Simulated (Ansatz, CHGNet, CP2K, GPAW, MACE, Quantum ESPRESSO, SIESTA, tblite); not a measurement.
## Glassy 77ZrO2-23SiO2 (mol %) (90 atoms) in GPAW

Wanted: GPAW inputs and outputs for glassy 77ZrO2-23SiO2 (mol %) (90 atoms), checked against a plane-wave reference.

Method: the method is named at each step, in GPAW 26.7.0.

### 1. Set-up

The cell holds 90 atoms: 23 Zr, 7 Si and 60 O. Cell: a = 10.551 Å, b = 10.551 Å, c = 10.551 Å, α = 90.0°, β = 90.0°, γ = 90.0°. 90 atoms (23 Zr, 7 Si, 60 O) placed at random at 4.39 g/cm³, melted at 4000 K for 10 ps at fixed volume with the Morse and Coulomb pair potential with partial charges (Pedone, Malavasi, Menziani, Cormack and Segre, J. Phys. Chem. B 110, 11780 (2006)). Quenched from 1800 K to 300 K at 50 K/ps and fixed volume, held 10 ps at zero pressure, then minimised at fixed cell. Then every atom was moved at random, 0.03 Å r.m.s. a Cartesian component.

The yardstick, on the same geometry:

| Item | Value |
| --- | --- |
| method | Kohn-Sham DFT, PBE, PAW, plane waves (Ansatz 0.2.0); cutoff 420 eV, Γ point, fermi-dirac smearing of 0.05 eV; PAW set soft_2 |
| r.m.s. force component | 1.312 eV/Å |
| longest force | 7.248 eV/Å |
| pressure | 2.785 GPa |
| gap (highest filled to lowest empty level) | 3.209 eV |
| SCF cycles | 10 |
| time | 24 s on 4 threads of Arm Neoverse V1, shared host |
| CPU time | 89 s |

### 2. PBE, LCAO dzp, h 0.18 Å

Method: Kohn-Sham DFT, PBE, PAW, atomic orbitals (dzp).

run.py reads:

```python
import numpy as np
from ase.io import read
from gpaw import GPAW, FermiDirac

atoms = read("structure.xyz")
atoms.calc = GPAW(
    mode="lcao",
    basis="dzp",
    h=0.18,
    xc="PBE",
    kpts={"size": (1, 1, 1), "gamma": True},
    occupations=FermiDirac(0.05),
    maxiter=200,
    symmetry={"point_group": False},
    txt="gpaw.txt",
)
energy = atoms.get_potential_energy(force_consistent=True)
forces = atoms.get_forces()
print(f"energy {energy:.6f} eV")
print("forces (eV/A)")
for i, (a, f) in enumerate(zip(atoms, forces)):
    print(f"{i:4d} {a.symbol:2s} {f[0]:10.5f} {f[1]:10.5f} {f[2]:10.5f}")
print(f"Fermi level {atoms.calc.get_fermi_level():.4f} eV")
for k in range(len(atoms.calc.get_ibz_k_points())):
    for s in range(atoms.calc.get_number_of_spins()):
        e = atoms.calc.get_eigenvalues(kpt=k, spin=s)
        n = np.searchsorted(e, atoms.calc.get_fermi_level())
        print(f"k {k} spin {s} levels about the Fermi level:", np.round(e[max(n - 6, 0):n], 4).tolist(), "|", np.round(e[n:n + 6], 4).tolist())
```

structure.xyz reads:

```xyz
90
Lattice="10.55091 0.00000 0.00000 0.00000 10.55091 0.00000 0.00000 0.00000 10.55091" Properties=species:S:1:pos:R:3 pbc="T T T"
Zr 1.36560 6.98196 1.93947
Zr 10.29463 2.10638 3.37925
Zr 2.44232 5.41346 5.24612
Zr 4.57667 6.88816 2.91258
Zr 0.90970 10.43295 1.19384
Zr 6.65488 6.36146 5.46115
Zr 4.04448 6.47256 7.92468
Zr 9.95510 3.73323 6.62059
Zr 9.71412 7.46540 6.57068
Zr 9.76993 7.89176 10.17350
Zr 6.86231 8.69268 7.86908
Zr 3.83779 4.46388 0.57650
Zr 4.07497 8.87363 10.45901
Zr 4.51579 9.79800 5.33749
Zr 8.30462 0.48640 5.75056
Zr 1.82109 8.86287 7.54559
Zr 8.50762 6.37834 2.94571
Zr 4.87610 1.07271 7.93312
Zr 0.61828 4.10874 0.43586
Zr 6.40693 6.43067 10.43158
Zr 10.24757 1.51690 8.88904
Zr 8.15701 3.61791 0.39070
Zr 6.72283 9.11852 2.60407
Si 4.33632 2.43093 4.61138
Si 2.43631 3.44835 8.17833
Si 0.96277 9.66843 4.57371
Si 6.73792 4.26732 7.81126
Si 7.24162 3.26097 3.64017
Si 3.27205 1.27866 2.05110
Si 8.45212 0.44071 0.72664
O 7.75808 6.87160 7.26103
O 10.32607 0.35683 4.65010
O 0.34143 3.31868 4.80003
O 8.40981 1.67506 10.23850
O 6.53281 0.09791 6.94988
O 9.23890 1.75208 7.06763
O 3.30750 7.42594 1.29312
O 5.44026 7.72749 8.93662
O 4.65369 5.89543 4.77355
O 9.83187 3.46735 1.73784
O 4.54438 1.35484 5.81482
O 3.00226 10.45120 1.13538
O 6.57111 7.09981 3.39359
O 4.14725 1.40000 3.39739
O 0.07850 7.79121 8.36044
O 0.10298 6.13398 0.37160
O 2.78280 7.17947 6.55845
O 8.57557 8.13475 1.86224
O 0.20152 5.70256 6.34405
O 5.69390 8.17801 6.21828
O 4.61085 5.37970 9.66368
O 0.94410 2.97842 7.78341
O 7.03081 4.69178 9.42112
O 9.52009 10.07506 10.35044
O 2.27119 4.11032 9.69797
O 8.67897 9.36214 6.89523
[... 30 atom lines left out ...]
O 2.48569 10.05407 4.94247
O 5.71237 5.26311 7.16839
O 3.74336 9.96027 7.26662
O 0.99105 10.53793 8.34260
```

Command:

```console
OMP_NUM_THREADS=1 python run.py > output.txt
```

Log:

```text
energy -747.168707 eV
forces (eV/A)
   0 Zr   -0.36743    0.11002    0.78410
   1 Zr    1.12555   -0.35911   -0.36981
   2 Zr    0.46219    0.06123   -0.81552
   3 Zr   -1.83422    0.18218    0.36393
   4 Zr   -2.16496    1.94960    0.44880
   5 Zr    0.05150   -0.20086    0.41106
   6 Zr    1.23353   -0.40301    0.28010
   7 Zr   -0.17074    0.97694   -1.96589
   8 Zr   -2.94448   -1.06525   -1.80046
   9 Zr   -0.61822   -0.49601    1.34015
  10 Zr    0.92859    1.83628   -0.78915
  11 Zr   -2.79419   -3.03860    2.06843
  12 Zr    0.94439    0.45815    0.28223
  13 Zr    0.56778    1.25570   -0.16163
  14 Zr   -1.31048   -1.71902   -0.31584
  15 Zr    1.53357    2.51154    0.48925
  16 Zr    3.49687    0.47310   -1.38791
  17 Zr    1.87573    0.58821    1.05486
  18 Zr    1.50958   -0.16931   -0.82746
  19 Zr    0.30358   -0.00465    0.76078
  20 Zr    1.06379   -1.40271    2.27915
  21 Zr   -0.85259    0.78951   -0.00941
  22 Zr    1.95776    0.57820    1.26531
  23 Si    1.71267    0.13552    0.53864
[...]
82 O     0.88682    0.59782    0.33546
  83 O    -0.21854   -0.48861   -0.77884
  84 O    -0.68967    0.16540   -0.15432
  85 O     0.23700    0.50412   -0.42680
  86 O     1.65929    0.17125    0.62967
  87 O    -2.88086    3.31114   -1.79387
  88 O    -0.86434   -1.26431    0.43977
  89 O    -0.23116   -0.24609   -0.03348
Fermi level 6.3982 eV
k 0 spin 0 levels about the Fermi level: [4.6969, 4.7453, 4.8339, 4.9174, 4.9485, 4.9688] | [8.0122, 8.0653, 8.1485, 8.241, 8.3031, 8.3411]
```

gpaw.txt:

```text
Input parameters:
  mode=LCAO(),
  basis={'default': 'dzp'},
  h=0.18,
  kpts=MonkhorstPack(size=(1, 1, 1), gamma=True),
  maxiter=200,
  occupations=Occupations(name='fermi-dirac', width=0.05, fixmagmom=False),
  symmetry=Symmetry(point_group=False),
  xc=XC(name='PBE')
Unit cell  # Å
| periodic |         x |         y |         z |   lengths |    angles |
|----------|-----------|-----------|-----------|-----------|-----------|
|      yes | 10.550910 |  0.000000 |  0.000000 | 10.550910 | 90.000000 |
|      yes |  0.000000 | 10.550910 |  0.000000 | 10.550910 | 90.000000 |
|      yes |  0.000000 |  0.000000 | 10.550910 | 10.550910 | 90.000000 |
Number of symmetries: 1
Symmetry operations  # r_c * U_cc + t_c -> r_c
|   | kind |            matrix            |
|---|------|------------------------------|
| 0 |  E   |  1, 0, 0,  0, 1, 0,  0, 0, 1 |
BZ-sampling:
  Number of BZ points: 1
  Number of IBZ points: 1
  Monkhorst-Pack size: [1, 1, 1]
  Monkhorst-Pack shift: [0, 0, 0]
[... lines left out ...]
  MSR1-Mixer
occupation numbers:
  Fermi-Dirac:
    width: 0.0500  # eV
FastPoissonSolver using
    Stencil: 6*3+1=19 point O(h^6) finite-difference Laplacian
xc functional:
  name: PBE with 2 nearest neighbor stencil
interpolation: tri-quintic # 5. degree polynomial
Initialization done in: 17.406 s
convergence criteria:
- Maximum [total energy] change in last 3 cyles: 0.0005 eV / valence electron
- Maximum integral of absolute [dens]ity change: 0.0001 electrons / valence electron
- Maximum integral of absolute [eigenst]ate change: 4e-08 eV^2 / valence electron
maximum number of iterations: 200
SCF iterations
|iter     |      energy | eigst |  dens |
|---------|-------------|-------|-------|
|iter:   1| -823.980446 |      c|       |
|iter:   2| -801.587823 |      c| -0.85 |
|iter:   3| -747.582400 |      c| -0.91 |
|iter:   4| -747.080407 |      c| -1.51 |
|iter:   5| -747.369157 |      c| -1.74 |
|iter:   6| -747.184281c|      c| -2.11 |
|iter:   7| -747.170295c|      c| -2.71 |
|iter:   8| -747.169001c|      c| -3.14 |
|iter:   9| -747.168730c|      c| -3.47 |
|iter:  10| -747.168705c|      c| -3.96 |
|iter:  11| -747.168707c|      c| -4.23c|
Converged in 11 steps
SCF loop duration: 440.165 s (40.015 s/step)
Energy contributions relative to reference atoms: (reference = -2429207.686230)
Energy contributions:
  Kinetic:         910.515066
  Coulomb:        -946.377612
  Zero:              7.392268
  External:          0.000000
  Xc:             -718.698430
  Entropy:          -0.000000
  Spinorbit:         0.000000
  ----------------------------
  Free energy:    -747.168707
  Extrapolated:   -747.168707
dipole moment: (23.409376, 51.428553, 18.297493)  # |e|*Ang
Fermi level: 6.398
Eigenvalues  # (at kpt = [0.000, 0.000, 0.000])
| band index |      eig [eV] | occ [0-2] |
|------------|---------------|-----------|
|          0 |       -44.099 |     2.000 |
|        ... |               |           |
|        324 |         4.555 |     2.000 |
|        325 |         4.583 |     2.000 |
[...]
|        339 |         8.388 |     0.000 |
|        ... |               |           |
|        402 |        10.815 |     0.000 |
Gap: 3.043 eV
Transition (v -> c):
  (s=0, k=0, n=331, [0.00, 0.00, 0.00]) -> (s=0, k=0, n=332, [0.00, 0.00, 0.00])
No difference between direct/indirect transitions
Force computation time: 103.545  # s
timing:  # [seconds]
  Total:  561.154  # ━━━━━━━━━━━━━━━━━━━━━━━━━━━━━━━━━━━━━━━━━━━━━━━━━━━━━━━━
  Init:    17.405  # ━╸
  SCF:    440.165  # ━━━━━━━━━━━━━━━━━━━━━━━━━━━━━━━━━━━━━━━━━━━━
  Forces: 103.545  # ━━━━━━━━━━╸
```

Run time: 9.4 min. Hardware: 1 thread of Arm Neoverse V1, shared host; peak memory 2.2 GiB.

Banners, paths, timers and routine set-up lines are dropped from the logs unmarked, and long logs keep their key lines alone; longer cuts are marked.

Numbers from this run, and their distance from the reference:

```yaml
r_m_s_force_component: 1.491 eV/Å
r_m_s_difference_of_force_components: 286.5 meV/Å
longest_difference_of_force_vectors: 1238 meV/Å
force_difference_over_r_m_s_force: 21.84 %
slope_of_forces_against_the_reference_s: 1.122
correlation_of_force_components: 0.9872
spacing_of_highest_filled_and_lowest_empty_level: 3.043 eV
gap_difference: -0.1659 eV
```

Length of the force difference by element (eV/Å):

| element | atoms | mean | most |
| --- | --- | --- | --- |
| O | 60 | 0.47 | 1.2 |
| Si | 7 | 0.34 | 0.49 |
| Zr | 23 | 0.25 | 0.46 |

Levels nearest the highest filled one (eV from it): -0.27, -0.22, -0.13, -0.05, -0.02, 0.00, 3.04, 3.10, 3.18, 3.27, 3.33, 3.37.

A closer look about Zr16, picked at random: 11 atoms, nearest first, numbered in the order of the input, with positions taken from that point.

| atom | x | y | z | distance (Å) | bonds | Fx | Fy | Fz (eV/Å) |
| --- | --- | --- | --- | --- | --- | --- | --- | --- |
| Zr16 | 0.00 | 0.00 | 0.00 | 0.00 | 6 | 1.53 | 2.51 | 0.49 |
| O90 | -0.83 | 1.68 | 0.80 | 2.03 | 2 | -0.23 | -0.25 | -0.03 |
| O85 | 1.10 | -0.96 | 1.52 | 2.11 | 3 | -0.69 | 0.17 | -0.15 |
| O47 | 0.96 | -1.68 | -0.99 | 2.18 | 3 | -0.43 | -0.14 | -0.94 |
| O81 | -1.19 | -0.17 | -1.82 | 2.18 | 3 | -1.74 | -3.63 | 3.64 |
| O45 | -1.74 | -1.07 | 0.81 | 2.20 | 3 | 0.85 | 0.26 | 0.25 |
| O89 | 1.92 | 1.10 | -0.28 | 2.23 | 3 | -0.86 | -1.26 | 0.44 |
| O87 | 0.66 | 1.19 | -2.60 | 2.94 | 2 | 1.66 | 0.17 | 0.63 |
| Zr9 | -2.66 | -1.40 | -0.97 | 3.16 | 6 | -2.94 | -1.07 | -1.80 |
| Si26 | -0.86 | 0.81 | -2.97 | 3.20 | 4 | 0.40 | 3.86 | -4.00 |
| Zr7 | 2.22 | -2.39 | 0.38 | 3.29 | 6 | 1.23 | -0.40 | 0.28 |

Atoms are counted from 1 here, from 0 in the log.

Forces lie 22 % from the reference's, at 6.3 times its CPU time (on 1 against 4 cores).

### 3. PBE, LCAO dzp, h 0.18 Å, other mixer settings

Method: Kohn-Sham DFT, PBE, PAW, atomic orbitals (dzp).

Edit run.py of step 2 so:

```diff
@@ -2,3 +2,4 @@
 from ase.io import read
-from gpaw import GPAW, FermiDirac
+from gpaw import GPAW, FermiDirac, Mixer
+from ase.parallel import parprint as print
 
@@ -12,2 +13,3 @@
     occupations=FermiDirac(0.05),
+    mixer=Mixer(0.1, 5, 50),
     maxiter=200,
```

structure.xyz is that of step 2.

Command:

```console
OMP_NUM_THREADS=1 mpirun -np 2 gpaw python run.py > output.txt
```

Log:

```text
energy -747.168702 eV
forces (eV/A)
   0 Zr   -0.36713    0.10692    0.78451
   1 Zr    1.12519   -0.35922   -0.36911
   2 Zr    0.46514    0.06317   -0.81518
   3 Zr   -1.83391    0.18415    0.36210
   4 Zr   -2.16755    1.94889    0.44991
   5 Zr    0.05231   -0.19963    0.41196
[...]
87 O    -2.87815    3.31086   -1.79390
  88 O    -0.86344   -1.26425    0.43724
  89 O    -0.22853   -0.24826   -0.03084
Fermi level 6.3482 eV
k 0 spin 0 levels about the Fermi level: [4.697, 4.7457, 4.8345, 4.9176, 4.9486, 4.9691] | [8.012, 8.0649, 8.1482, 8.2406, 8.3027, 8.3408]
```

gpaw.txt:

```text
Input parameters:
  mode=LCAO(),
  basis={'default': 'dzp'},
  h=0.18,
  kpts=MonkhorstPack(size=(1, 1, 1), gamma=True),
  maxiter=200,
[... lines left out ...]
  occupations=Occupations(name='fermi-dirac', width=0.05, fixmagmom=False),
[... lines left out ...]
  Fermi-Dirac:
[... lines left out ...]
convergence criteria:
- Maximum [total energy] change in last 3 cyles: 0.0005 eV / valence electron
[... lines left out ...]
Converged in 14 steps
[... lines left out ...]
  Free energy:    -747.168702
[... lines left out ...]
Fermi level: 6.348
[... lines left out ...]
|        ... |               |           |
|        324 |         4.555 |     2.000 |
|        325 |         4.583 |     2.000 |
[...]
|        339 |         8.388 |     0.000 |
|        ... |               |           |
|        402 |        10.815 |     0.000 |
Gap: 3.043 eV
Transition (v -> c):
  (s=0, k=0, n=331, [0.00, 0.00, 0.00]) -> (s=0, k=0, n=332, [0.00, 0.00, 0.00])
No difference between direct/indirect transitions
Force computation time: 50.781  # s
```

The job ended after 5.9 min (2 MPI ranks; peak memory 2.5 GiB).

Compared with the plane-wave run:

| Item | Value |
| --- | --- |
| r.m.s. force component | 1.491 eV/Å |
| r.m.s. difference of force components | 286 meV/Å |
| longest difference of force vectors | 1239 meV/Å |
| force difference over r.m.s. force | 21.8 % |
| slope of forces against the reference's | 1.122 |
| correlation of force components | 0.9873 |
| gap (highest filled to lowest empty level) | 3.043 eV |
| gap difference | -0.1664 eV |
| energy less the same-level run's | 0.0001 meV/atom |
| r.m.s. force difference from the same-level run | 2.169 meV/Å |

Against the first run (22 %), the force difference from the reference is 22 %, at 1.3 times the CPU time (on 2 against 1 cores): another solver or mixer reaches the same state.

### 4. PBE, LCAO szp(dzp), h 0.18 Å

Method: Kohn-Sham DFT, PBE, PAW, atomic orbitals (szp(dzp)).

Edit run.py of step 3 so:

```diff
@@ -2,4 +2,3 @@
 from ase.io import read
-from gpaw import GPAW, FermiDirac, Mixer
-from ase.parallel import parprint as print
+from gpaw import GPAW, FermiDirac
 
@@ -8,3 +7,3 @@
     mode="lcao",
-    basis="dzp",
+    basis="szp(dzp)",
     h=0.18,
@@ -13,3 +12,2 @@
     occupations=FermiDirac(0.05),
-    mixer=Mixer(0.1, 5, 50),
     maxiter=200,
```

structure.xyz is that of step 3.

Command:

```console
OMP_NUM_THREADS=1 python run.py > output.txt
```

Log:

```text
energy -725.880070 eV
forces (eV/A)
   0 Zr   -0.39126    0.36086    0.61836
   1 Zr    1.27013   -0.39742   -0.50757
   2 Zr    0.25758    0.02181   -0.63709
   3 Zr   -1.96455    0.24562    0.48372
   4 Zr   -2.37590    2.16360    0.31067
   5 Zr    0.15803   -0.49956    0.25355
   6 Zr    1.29458   -0.46830    0.18418
   7 Zr   -0.27001    1.07100   -1.91867
   8 Zr   -3.08811   -1.13298   -1.87787
   9 Zr   -0.59608   -0.68312    1.44175
  10 Zr    1.16150    2.24274   -0.69463
  11 Zr   -3.01396   -3.40904    2.20449
[...]
85 O     0.26269    0.60211   -0.66882
  86 O     1.52398    0.23300    0.55613
  87 O    -2.89298    3.32415   -1.78488
  88 O    -1.01250   -1.34458    0.51327
  89 O    -0.21241   -0.21041   -0.10971
Fermi level 6.6892 eV
k 0 spin 0 levels about the Fermi level: [4.9199, 4.9734, 5.0725, 5.1479, 5.1769, 5.2322] | [8.063, 8.1269, 8.2014, 8.2792, 8.3393, 8.3739]
```

gpaw.txt:

```text
Input parameters:
  mode=LCAO(),
  basis={'default': 'szp(dzp)'},
  h=0.18,
  kpts=MonkhorstPack(size=(1, 1, 1), gamma=True),
  maxiter=200,
  occupations=Occupations(name='fermi-dirac', width=0.05, fixmagmom=False),
  symmetry=Symmetry(point_group=False),
  xc=XC(name='PBE')
[... lines left out ...]
  Fermi-Dirac:
[... lines left out ...]
convergence criteria:
- Maximum [total energy] change in last 3 cyles: 0.0005 eV / valence electron
[... lines left out ...]
Converged in 11 steps
[... lines left out ...]
  Free energy:    -725.880070
[... lines left out ...]
Fermi level: 6.689
[... lines left out ...]
|          0 |       -44.170 |     2.000 |
|        ... |               |           |
|        324 |         4.799 |     2.000 |
|        325 |         4.808 |     2.000 |
[...]
|        339 |         8.431 |     0.000 |
|        ... |               |           |
|        402 |        11.085 |     0.000 |
Gap: 2.831 eV
Transition (v -> c):
  (s=0, k=0, n=331, [0.00, 0.00, 0.00]) -> (s=0, k=0, n=332, [0.00, 0.00, 0.00])
No difference between direct/indirect transitions
Force computation time: 66.586  # s
timing:  # [seconds]
  Total:  363.454  # ━━━━━━━━━━━━━━━━━━━━━━━━━━━━━━━━━━━━━━━━━━━━━━━━━━━━━━━━
  Init:    13.180  # ━━
  SCF:    283.653  # ━━━━━━━━━━━━━━━━━━━━━━━━━━━━━━━━━━━━━━━━━━━╸
  Forces:  66.586  # ━━━━━━━━━━╸
```

Elapsed: 6.1 min, on 1 thread; peak memory 2.1 GiB.

Against the reference:

* r.m.s. force component: 1.504 eV/Å
* r.m.s. difference of force components: 318.2 meV/Å
* longest difference of force vectors: 1120 meV/Å
* force difference over r.m.s. force: 24.26 %
* slope of forces against the reference's: 1.128
* correlation of force components: 0.9838
* gap (highest filled to lowest empty level): 2.831 eV
* gap difference: -0.3785 eV

This is a coarse setting, run to see what it loses.

Against the first run (22 %), the force difference from the reference is 24 %, at 0.65 times the CPU time, with 971 basis functions against 1538: the smaller basis costs accuracy.

(Continued in part 2 of 2.)

[Also dropped from logs without a mark: logging warnings of Python, and SIESTA's first energy breakdown and zero terms.]

[Logs are printed without paths, hosts, clocks, repeated set-up lines and the standing remarks that a program may print on its own settings, such as how far it seeks lower states.]

[Hosts, paths, dates, database ids (printed as entryN), source tags and the programs' standing remarks are cut or masked in the printed files.]
